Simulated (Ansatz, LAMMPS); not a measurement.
# Amorphous 75SiO2-25P2O5 (mol %) (112 atoms): geometry optimisation

How does amorphous 75SiO2-25P2O5 (mol %) (112 atoms) relax, and what do bonds, charges and levels look like afterwards?

Program: Ansatz 0.2.0. Level of theory: Kohn-Sham DFT, PBE, PAW (set soft_2), plane waves. Results are calculated unless marked as measured.

Most raw output is cut from this account.

## Step 1: Set-up

The cell holds 112 atoms: 21 Si, 14 P and 77 O. Cell: a = 11.792 Å, b = 11.792 Å, c = 11.792 Å, α = 90.0°, β = 90.0°, γ = 90.0°. 112 atoms (21 Si, 14 P, 77 O) placed at random at 2.28 g/cm³, melted at 5000 K for 10 ps at fixed volume with the Morse and Coulomb pair potential with partial charges (Pedone, Malavasi, Menziani, Cormack and Segre, J. Phys. Chem. B 110, 11780 (2006)). Quenched from 5000 K to 300 K at 50 K/ps and fixed volume, held 5 ps, then minimised at fixed cell.

Before any run, some limits are plain. The quench rate of 50 K/ps is orders of magnitude faster than experiment, which tends to freeze in extra defects. The starting topology of bonds comes from the classical model. Only the Γ point is sampled, in a cell whose shortest periodic width is 12 Å.

## Step 2: The classical run that made the cell

A classical potential supplies the starting structure, since it reaches far longer times than DFT.

This step: classical MD, Morse and Coulomb pair potential with partial charges (Pedone, Malavasi, Menziani, Cormack and Segre, J. Phys. Chem. B 110, 11780 (2006)) (LAMMPS 22 Jul 2025 - Update 4).

The input, in.lmp:

```
# melt-quench of Si21P14O77
units metal
atom_style charge
boundary p p p
region box block 0 11.7924 0 11.7924 0 11.7924
create_box 3 box
mass 1 28.0850   # Si
mass 2 30.9738   # P
mass 3 15.9990   # O
create_atoms 1 random 21 38122 NULL overlap 1.5 maxtry 2000
create_atoms 2 random 14 38129 NULL overlap 1.5 maxtry 2000
create_atoms 3 random 77 38136 NULL overlap 1.5 maxtry 2000
pair_style hybrid/overlay pedone 5.5 coul/long 8.0
pair_coeff * * coul/long
pair_coeff 1 3 pedone 0.340554 2.006700 2.100000 1   # Si-O
pair_coeff 2 3 pedone 0.831326 2.585833 1.800790 1   # P-O
pair_coeff 3 3 pedone 0.042395 1.379316 3.618701 22   # O-O
set type 1 charge 2.4
set type 2 charge 3
set type 3 charge -1.2
kspace_style pppm 1.0e-4
neigh_modify delay 0 every 1 check yes
thermo_style custom step time temp pe press density
thermo_modify norm yes
timestep 0.002
thermo 100
min_style cg
minimize 1e-4 1e-4 200 2000
reset_timestep 0
velocity all create 5000 38123 mom yes dist gaussian
fix lim all nve/limit 0.05
fix lan all langevin 5000 5000 0.2 38124 zero yes
thermo 500
run 1000 post no
# [... 10 lines left out ...]
thermo 1250
fix md all nvt temp 300 300 0.2
run 2500 post no
unfix md
thermo 100
min_style cg
minimize 0 1e-3 2000 20000
write_dump all custom glass.dump id type xs ys zs modify sort id
```

On the command line:

```console
lmp -in in.lmp -log none -nocite
```

Wall time 36 s (1 thread of Arm Neoverse V1, shared host); peak memory 0.072 GiB.

## Step 3: Single point at the start

A single point comes first, to see the forces before anything moves.

The input, input.yaml:

```yaml
crystal:
  lattice:
    - [11.7924, 0.0, 0.0]
    - [0.0, 11.7924, 0.0]
    - [0.0, 0.0, 11.7924]
  atoms:
    - { symbol: Si, position: [0.93512, 0.65869, 0.168] }
    - { symbol: Si, position: [0.08572, 0.00764, 0.25242] }
    - { symbol: Si, position: [0.15117, 0.72958, 0.0206] }
    - { symbol: Si, position: [0.52362, 0.06943, 0.34695] }
    - { symbol: Si, position: [0.62208, 0.12014, 0.58449] }
    - { symbol: Si, position: [0.84608, 0.71535, 0.41621] }
    - { symbol: Si, position: [0.01896, 0.4041, 0.22788] }
    - { symbol: Si, position: [0.59331, 0.65592, 0.426] }
    - { symbol: Si, position: [0.20088, 0.85681, 0.60152] }
    - { symbol: Si, position: [0.77019, 0.56544, 0.99595] }
    - { symbol: Si, position: [0.55426, 0.88576, 0.93171] }
    - { symbol: Si, position: [0.7852, 0.33267, 0.61694] }
    - { symbol: Si, position: [0.44552, 0.27113, 0.18936] }
    - { symbol: Si, position: [0.18788, 0.22659, 0.12032] }
    - { symbol: Si, position: [0.41064, 0.84508, 0.43267] }
    - { symbol: Si, position: [0.81482, 0.17681, 0.94157] }
    - { symbol: Si, position: [0.23036, 0.7783, 0.25678] }
    - { symbol: Si, position: [0.81555, 0.93526, 0.84302] }
    - { symbol: Si, position: [0.98608, 0.31843, 0.80462] }
    - { symbol: Si, position: [0.18608, 0.54202, 0.37926] }
    - { symbol: Si, position: [0.87266, 0.9728, 0.09263] }
    - { symbol: P, position: [0.20365, 0.17686, 0.85616] }
    - { symbol: P, position: [0.64237, 0.8861, 0.18866] }
    - { symbol: P, position: [0.28997, 0.53966, 0.89337] }
    - { symbol: P, position: [0.81233, 0.93094, 0.58193] }
    - { symbol: P, position: [0.13918, 0.92098, 0.83534] }
    - { symbol: P, position: [0.97147, 0.57809, 0.81992] }
    - { symbol: P, position: [0.04895, 0.63668, 0.57521] }
    - { symbol: P, position: [0.6589, 0.56792, 0.66067] }
    - { symbol: P, position: [0.57539, 0.29475, 0.95311] }
    - { symbol: P, position: [0.42749, 0.51561, 0.27768] }
    - { symbol: P, position: [0.81221, 0.28875, 0.35726] }
    - { symbol: P, position: [0.03567, 0.0537, 0.5113] }
    - { symbol: P, position: [0.43995, 0.21246, 0.74477] }
    - { symbol: P, position: [0.53984, 0.6231, 0.88964] }
    - { symbol: O, position: [0.23752, 0.7696, 0.12536] }
    - { symbol: O, position: [0.81973, 0.89583, 0.70623] }
    - { symbol: O, position: [0.68222, 0.9045, 0.87787] }
    - { symbol: O, position: [0.76543, 0.91708, 0.15796] }
    - { symbol: O, position: [0.15034, 0.11028, 0.18859] }
    - { symbol: O, position: [0.58685, 0.59271, 0.76814] }
    - { symbol: O, position: [0.71178, 0.44783, 0.65524] }
    - { symbol: O, position: [0.5766, 0.41655, 0.91888] }
    - { symbol: O, position: [0.03955, 0.7167, 0.10375] }
    - { symbol: O, position: [0.90185, 0.71696, 0.29089] }
    - { symbol: O, position: [0.22139, 0.61577, 0.97548] }
    - { symbol: O, position: [0.94926, 0.65935, 0.49432] }
    - { symbol: O, position: [0.4176, 0.57774, 0.90046] }
    - { symbol: O, position: [0.31954, 0.52011, 0.35411] }
    - { symbol: O, position: [0.43656, 0.31504, 0.67214] }
    - { symbol: O, position: [0.11327, 0.74897, 0.58914] }
    - { symbol: O, position: [0.99852, 0.5993, 0.69033] }
    - { symbol: O, position: [0.03448, 0.6675, 0.88368] }
    - { symbol: O, position: [0.64407, 0.61426, 0.96712] }
    - { symbol: O, position: [0.97446, 0.52695, 0.18782] }
    - { symbol: O, position: [0.31698, 0.18466, 0.78926] }
    - { symbol: O, position: [0.16948, 0.66841, 0.32066] }
    - { symbol: O, position: [0.85056, 0.57958, 0.86912] }
    - { symbol: O, position: [0.4702, 0.97816, 0.9015] }
    - { symbol: O, position: [0.91636, 0.25492, 0.90185] }
    - { symbol: O, position: [0.98188, 0.97406, 0.17035] }
    - { symbol: O, position: [0.01966, 0.92617, 0.79308] }
    - { symbol: O, position: [0.11462, 0.44616, 0.32098] }
    - { symbol: O, position: [0.15605, 0.84767, 0.93925] }
    - { symbol: O, position: [0.47336, 0.16256, 0.2654] }
    - { symbol: O, position: [0.17284, 0.048, 0.85015] }
    - { symbol: O, position: [0.4541, 0.39087, 0.25404] }
    - { symbol: O, position: [0.31345, 0.84074, 0.53254] }
    - { symbol: O, position: [0.34723, 0.79136, 0.32467] }
    - { symbol: O, position: [0.58647, 0.58743, 0.55554] }
    - { symbol: O, position: [0.78702, 0.444, 0.03134] }
    - { symbol: O, position: [0.70302, 0.32139, 0.30338] }
    - { symbol: O, position: [0.69035, 0.2332, 0.94593] }
    - { symbol: O, position: [0.10764, 0.24744, 0.80468] }
    - { symbol: O, position: [0.15943, 0.89577, 0.28024] }
    - { symbol: O, position: [0.13003, 0.56021, 0.5085] }
    - { symbol: O, position: [0.52034, 0.75426, 0.89321] }
    - { symbol: O, position: [0.84053, 0.1023, 0.05349] }
    [... 28 atom lines left out ...]
    - { symbol: O, position: [0.43798, 0.97488, 0.40351] }
    - { symbol: O, position: [0.81916, 0.83823, 0.49035] }
    - { symbol: O, position: [0.28083, 0.41561, 0.91982] }
    - { symbol: O, position: [0.59884, 0.98374, 0.26452] }
    - { symbol: O, position: [0.0537, 0.1663, 0.56149] }
    - { symbol: O, position: [0.82436, 0.16247, 0.37038] }
kpoints:
  mp_grid: { grid: [1, 1, 1] }
hamiltonian:
  xc: pbe
scf:
  occupations: { method: fermi_dirac, width: 0.025 }
output:
  forces: true
```

On the command line:

```console
ansatz run input.yaml --threads 4 --pin off --max-ram 8192MiB --backend cpu --events-out ev --progress --plain --runs-dir out
```

The job ended after 22 s (4 threads of Arm Neoverse V1, shared host; peak memory 2.1 GiB).

Numbers from this run:

```yaml
free_energy: -67685.4174 eV
free_energy_per_atom: -604.3341 eV/atom
scf_cycles: 11
r_m_s_force_component: 1.27 eV/Å
longest_force: 5.856 eV/Å
fermi_energy: 4.769 eV
```

The r.m.s. force component of 1.3 eV/Å sets the starting point.

Neighbours are counted within 2.02 Å (O-Si), 1.98 Å (O-P).

Length of the force by element and coordination:

| element | coordination | atoms | mean length of the force (eV/Å) | spread | least | most |
| --- | --- | --- | --- | --- | --- | --- |
| O | all | 77 | 1.45 | 0.843 | 0.101 | 4.08 |
| O | 1 | 14 | 0.976 | 0.629 | 0.101 | 2.38 |
| O | 2 | 63 | 1.55 | 0.848 | 0.270 | 4.08 |
| P | all | 14 | 3.58 | 1.77 | 1.11 | 5.86 |
| Si | all | 21 | 2.08 | 0.744 | 0.626 | 3.83 |

## Step 4: Cell and atoms relaxed

Cell and atoms are freed together, to release stress as well as forces.

input.yaml, as its differences from that of step 3:

```diff
@@ -15 +15,5 @@
   forces: true
+relax:
+  f_tol: 0.04
+  max_steps: 250
+  cell: {}
```

It took 7.8 min on 4 threads; peak memory 2.1 GiB.

Relaxation path:

| step | energy less that of the first step (eV) | largest force component (eV/Å) | pressure (GPa) | volume (Å³) |
| --- | --- | --- | --- | --- |
| 1 | 0.0000 | 4.8035 | 0.65 | 1639.86 |
| 2 | -3.6370 | 3.9857 | 0.53 | 1623.29 |
| 3 | -8.1113 | 0.8399 | 0.05 | 1595.72 |
| 4 | -8.8896 | 0.6953 | 0.16 | 1584.04 |
| 5 | -9.5357 | 0.7586 | -0.51 | 1575.82 |
| 6 | -9.8963 | 0.3736 | -0.16 | 1570.36 |
| 7 | -10.2087 | 0.3737 | 0.08 | 1559.37 |
| 8 | -10.3697 | 0.2088 | -0.08 | 1560.18 |
| 9 | -10.4086 | 0.3620 | 0.05 | 1559.07 |
| 10 | -10.4494 | 0.1813 | 0.02 | 1557.98 |
| 11 | -10.4759 | 0.3498 | -0.10 | 1560.89 |
| 12 | -10.5073 | 0.2595 | 0.13 | 1554.70 |
| 13 | -10.5375 | 0.1213 | -0.07 | 1560.42 |
| 14 | -10.5463 | 0.0588 | 0.01 | 1559.13 |
| 15 | -10.5315 | 0.3154 | 0.02 | 1560.31 |
| 16 | -10.5478 | 0.0584 | 0.00 | 1560.21 |
| 17 | -10.5313 | 0.2388 | 0.01 | 1559.35 |
| 18 | -10.5486 | 0.0208 | 0.01 | 1560.51 |
| 19* | -10.4110 | 0.0210 | -0.20 | 1560.51 |
| 20 | -10.4383 | 0.0486 | 0.14 | 1554.51 |
| 21 | -10.4361 | 0.0292 | 0.02 | 1555.76 |
| 22* | -10.4206 | 0.0292 | 0.01 | 1555.76 |

Relaxation steps marked * repeat the geometry before them on a plane-wave basis chosen anew for their cell, so energy and pressure can jump there. Relaxation steps 15, 17 were tried and not accepted.

| cell as run | before | after | change |
| --- | --- | --- | --- |
| a (Å) | 11.792 | 11.629 | -1.4 % |
| b (Å) | 11.792 | 11.729 | -0.5 % |
| c (Å) | 11.792 | 11.437 | -3.0 % |
| α (°) | 90.00 | 90.74 | +0.8 % |
| β (°) | 90.00 | 86.10 | -4.3 % |
| γ (°) | 90.00 | 88.59 | -1.6 % |
| volume (Å³/atom) | 14.64 | 13.89 | -5.1 % |

The atoms that moved most (Å, as changes of fractional coordinates times the final cell):

| atom | dx | dy | dz | length |
| --- | --- | --- | --- | --- |
| O95 | 0.657 | 0.572 | -0.208 | 0.896 |
| O65 | -0.584 | -0.146 | 0.407 | 0.727 |
| O43 | -0.356 | -0.153 | 0.586 | 0.702 |
| O87 | 0.047 | -0.567 | 0.388 | 0.688 |
| O72 | 0.331 | 0.591 | 0.040 | 0.679 |
| O59 | -0.507 | -0.060 | 0.388 | 0.642 |
| O38 | -0.315 | 0.435 | -0.234 | 0.586 |
| O101 | -0.262 | -0.318 | 0.389 | 0.566 |

The relaxation changed the energy by -93.0 meV/atom, and atoms moved by 0.34 Å r.m.s., 0.90 Å at most.

## Step 5: Distances and neighbours after relaxation

Bonds before and after, by the cutoffs listed below:

| pair | bonds before | bonds after | mean before (Å) | mean after (Å) | spread before (Å) | spread after (Å) |
| --- | --- | --- | --- | --- | --- | --- |
| O-Si | 84 | 84 | 1.632 | 1.638 | 0.043 | 0.037 |
| O-P | 56 | 56 | 1.536 | 1.558 | 0.028 | 0.063 |

Density 2.41 g/cm³, 13.89 Å³ an atom.

g(r), total and by pair (bins of 0.2 Å):

| r (Å) | total | O-O | O-Si | O-P | Si-Si | Si-P | P-P |
| --- | --- | --- | --- | --- | --- | --- | --- |
| 1.40 | 0.55 | 0.00 | 0.00 | 3.17 | 0.00 | 0.00 | 0.00 |
| 1.60 | 4.58 | 0.00 | 11.10 | 10.02 | 0.00 | 0.00 | 0.00 |
| 1.80 | 0.26 | 0.00 | 0.90 | 0.18 | 0.00 | 0.00 | 0.00 |
| 2.00 | 0.00 | 0.00 | 0.00 | 0.00 | 0.00 | 0.00 | 0.00 |
| 2.20 | 0.00 | 0.00 | 0.00 | 0.00 | 0.00 | 0.00 | 0.00 |
| 2.40 | 0.36 | 0.72 | 0.06 | 0.00 | 0.00 | 0.00 | 0.00 |
| 2.60 | 2.30 | 4.84 | 0.05 | 0.00 | 0.00 | 0.00 | 0.00 |
| 2.80 | 0.77 | 1.42 | 0.10 | 0.07 | 0.34 | 1.03 | 0.00 |
| 3.00 | 0.69 | 0.56 | 0.21 | 0.00 | 3.43 | 3.71 | 4.81 |
| 3.20 | 0.79 | 0.69 | 0.38 | 0.77 | 3.92 | 2.11 | 0.00 |
| 3.40 | 0.62 | 0.58 | 0.76 | 0.89 | 0.00 | 0.00 | 0.00 |
| 3.60 | 1.05 | 0.80 | 1.42 | 1.74 | 0.00 | 0.16 | 0.00 |
| 3.80 | 1.03 | 0.57 | 1.87 | 1.48 | 0.19 | 0.29 | 0.00 |
| 4.00 | 1.19 | 0.67 | 1.84 | 1.90 | 0.17 | 1.04 | 0.78 |
| 4.20 | 1.21 | 0.83 | 1.83 | 1.64 | 1.29 | 0.35 | 0.36 |
| 4.40 | 0.89 | 1.00 | 0.83 | 0.74 | 0.71 | 0.65 | 1.33 |
| 4.60 | 1.01 | 1.20 | 0.78 | 0.68 | 0.80 | 1.29 | 2.41 |
| 4.80 | 1.19 | 1.44 | 0.75 | 0.67 | 1.71 | 2.27 | 2.17 |
| 5.00 | 1.17 | 1.50 | 0.57 | 0.76 | 2.13 | 1.77 | 1.51 |
| 5.20 | 1.15 | 1.30 | 0.82 | 0.83 | 1.45 | 2.02 | 1.62 |
| 5.40 | 0.85 | 0.89 | 0.80 | 0.85 | 0.77 | 0.79 | 0.65 |
| 5.60 | 0.94 | 0.77 | 1.07 | 1.25 | 0.90 | 0.82 | 0.81 |

Bonds by pair of elements; cutoffs follow the first minimum of g(r), held within bounds set by covalent radii, and pairs that aren't listed don't count as bonded:

| pair A-B | cutoff (Å) | bonds | mean length (Å) | spread (Å) | shortest (Å) | B about A | A about B |
| --- | --- | --- | --- | --- | --- | --- | --- |
| O-Si | 2.12 | 84 | 1.64 | 0.037 | 1.53 | 1.09 | 4 |
| O-P | 2.11 | 56 | 1.56 | 0.063 | 1.45 | 0.727 | 4 |

How many atoms have how many bonded neighbours:

| element | mean | 1 | 2 | 4 |
| --- | --- | --- | --- | --- |
| O | 1.82 | 14 | 63 | 0 |
| P | 4 | 0 | 0 | 14 |
| Si | 4 | 0 | 0 | 21 |

Bond angles, per cent of each kind in bins of 5°:

| angle (°) | O-Si-O | O-P-O | P-O-Si | Si-O-Si |
| --- | --- | --- | --- | --- |
| 90–95 | 0.0 | 1.2 | 0.0 | 0.0 |
| 95–100 | 3.2 | 3.6 | 0.0 | 0.0 |
| 100–105 | 15.1 | 20.2 | 0.0 | 0.0 |
| 105–110 | 39.7 | 35.7 | 0.0 | 0.0 |
| 110–115 | 27.8 | 21.4 | 0.0 | 0.0 |
| 115–120 | 8.7 | 13.1 | 3.3 | 0.0 |
| 120–125 | 5.6 | 3.6 | 10.0 | 3.9 |
| 125–130 | 0.0 | 1.2 | 3.3 | 3.9 |
| 130–135 | 0.0 | 0.0 | 10.0 | 23.1 |
| 135–140 | 0.0 | 0.0 | 26.7 | 3.9 |
| 140–145 | 0.0 | 0.0 | 6.7 | 15.4 |
| 145–150 | 0.0 | 0.0 | 10.0 | 7.7 |
| 150–155 | 0.0 | 0.0 | 6.7 | 15.4 |
| 155–160 | 0.0 | 0.0 | 6.7 | 19.2 |
| 160–165 | 0.0 | 0.0 | 10.0 | 0.0 |
| 165–170 | 0.0 | 0.0 | 6.7 | 7.7 |

Bond angles (no mean is given where the spread exceeds 20°):

| angle | count | mean (°) | spread (°) |
| --- | --- | --- | --- |
| O-Si-O | 126 | 109 | 5.1 |
| O-P-O | 84 | 109 | 6.2 |
| P-O-Si | 30 | 143 | 13.6 |
| Si-O-Si | 26 | 145 | 12.4 |
| P-O-P | 7 | 141 | 6.5 |

Oxygen atoms by the number of network formers (Si, P, Ge, B, Al, As, Ga) bound to them:

| network formers bound to O | O atoms | per cent |
| --- | --- | --- |
| 0 | 0 | 0 |
| 1 | 14 | 18.2 |
| 2 | 63 | 81.8 |

Network units: each former by its oxygen neighbours and how many of them bridge to another former:

| former | O neighbours | bridging O | atoms |
| --- | --- | --- | --- |
| Si | 4 | 3 | 2 |
| Si | 4 | 4 | 19 |
| P | 4 | 2 | 2 |
| P | 4 | 3 | 8 |
| P | 4 | 4 | 4 |

Bond length by coordination (bonds to H left out):

| element | coordination | atoms | mean bond length (Å) |
| --- | --- | --- | --- |
| O | 1 | 14 | 1.48 |
| O | 2 | 63 | 1.62 |

Rings of the network by King's shortest-path rule, up to 12 atoms, one path for each pair of neighbours; H, halogens, alkali and alkaline-earth atoms are left out, and the last column divides by all other atoms, bonded or not:

| ring size (atoms) | rings | per network atom |
| --- | --- | --- |
| 6 | 1 | 0.009 |
| 8 | 1 | 0.009 |
| 10 | 9 | 0.08 |
| 12 | 12 | 0.107 |

For some of the pairs, g(r) has its first main peak near 2.6 Å (O-O), 1.6 Å (O-Si), 1.6 Å (O-P), 3.1 Å (Si-Si), 3.0 Å (Si-P) and 3.0 Å (P-P). By these cutoffs 82 % of O atoms have 2, all P atoms have 4 and all Si atoms have 4 bonded neighbours. The O-Si-O angle averages 109° with a spread of 5°. 82 % of the oxygens bridge two formers (Si and P) and 18 % are non-bridging. The commonest Si unit has 4 oxygens, 4 of them shared with other formers (19 of 21 atoms). Rings of 12 atoms are the most common (52 % of those counted); sizes run from 6 to 12, where the search stops.

(Part 1 of 2 ends here.)

[Logs are printed without paths, hosts, clocks, repeated set-up lines and the standing remarks that a program may print on its own settings, such as how far it seeks lower states.]

[Hosts, paths, dates, database ids (printed as entryN), source tags and the programs' standing remarks are cut or masked in the printed files.]
